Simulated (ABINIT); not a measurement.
Planning a run of ABINIT 10.8.3 on PbO (Massicot). The input:

```
acell 3*1.0 Angstrom
rprim 
  5.893100000000 0.000000000000 0.000000000000
  0.000000000000 5.490400000000 0.000000000000
  0.000000000000 0.000000000000 4.752800000000
ntypat 2
znucl 82 8
natom 8
typat 1 1 1 1 2 2 2 2
xred 
  0.229700000000 0.988400000000 0.250000000000
  0.770300000000 0.011600000000 0.750000000000
  0.229700000000 0.511600000000 0.750000000000
  0.770300000000 0.488400000000 0.250000000000
  0.865300000000 0.091700000000 0.250000000000
  0.134700000000 0.908300000000 0.750000000000
  0.865300000000 0.408300000000 0.750000000000
  0.134700000000 0.591700000000 0.250000000000
pp_dirpath "pseudos"
pseudos "Pb.upf, O.upf"
ecut 42
ngkpt 2 2 2
nshiftk 1
shiftk 0 0 0
kptopt 1
chksymbreak 0
istwfk *1
occopt 1
irdwfk 1
optdriver 3
nband 157
ecuteps 3.9
inclvkb 2
awtr 1
symchi 1
gwcalctyp 10
mbpt_sciss 1.012 eV
nqptdm 1
qptdm 
  0 0 0
indata_prefix "in"
outdata_prefix "out"
tmpdata_prefix "tmp"
```

```sh
OMP_NUM_THREADS=1 mpirun -n 16 abinit run.abi > log
```

**Question.** How long will it take on 16 MPI ranks of Arm Neoverse V2, shared host, and how much memory?

It took 47 s; on shared hardware allow 23 s to 93 s. Peak host memory was 12 GiB.

[Paths, hosts, dates, memory and timing lines, banners, echoed tables and standing remarks are left out of the program output.]

[Logs are printed without paths, hosts, clocks, repeated set-up lines and the standing remarks that a program may print on its own settings, such as how far it seeks lower states.]

[Runs of the session that timed out or met a known fault of the program may be left out.]

[Hosts, paths, dates, database ids (printed as entryN), source tags and the programs' standing remarks are cut or masked in the printed files.]

[G0W0 gaps are taken among the corrected bands and points alone; a level outside them can change the order at an edge.]

[Where Ansatz stands beside ABINIT at settings called matched, ABINIT's density can come from a denser mesh and the files from another edition; pairs whose starting gaps differed by over 0.03 eV were left out, so agreement reads better than it is.]
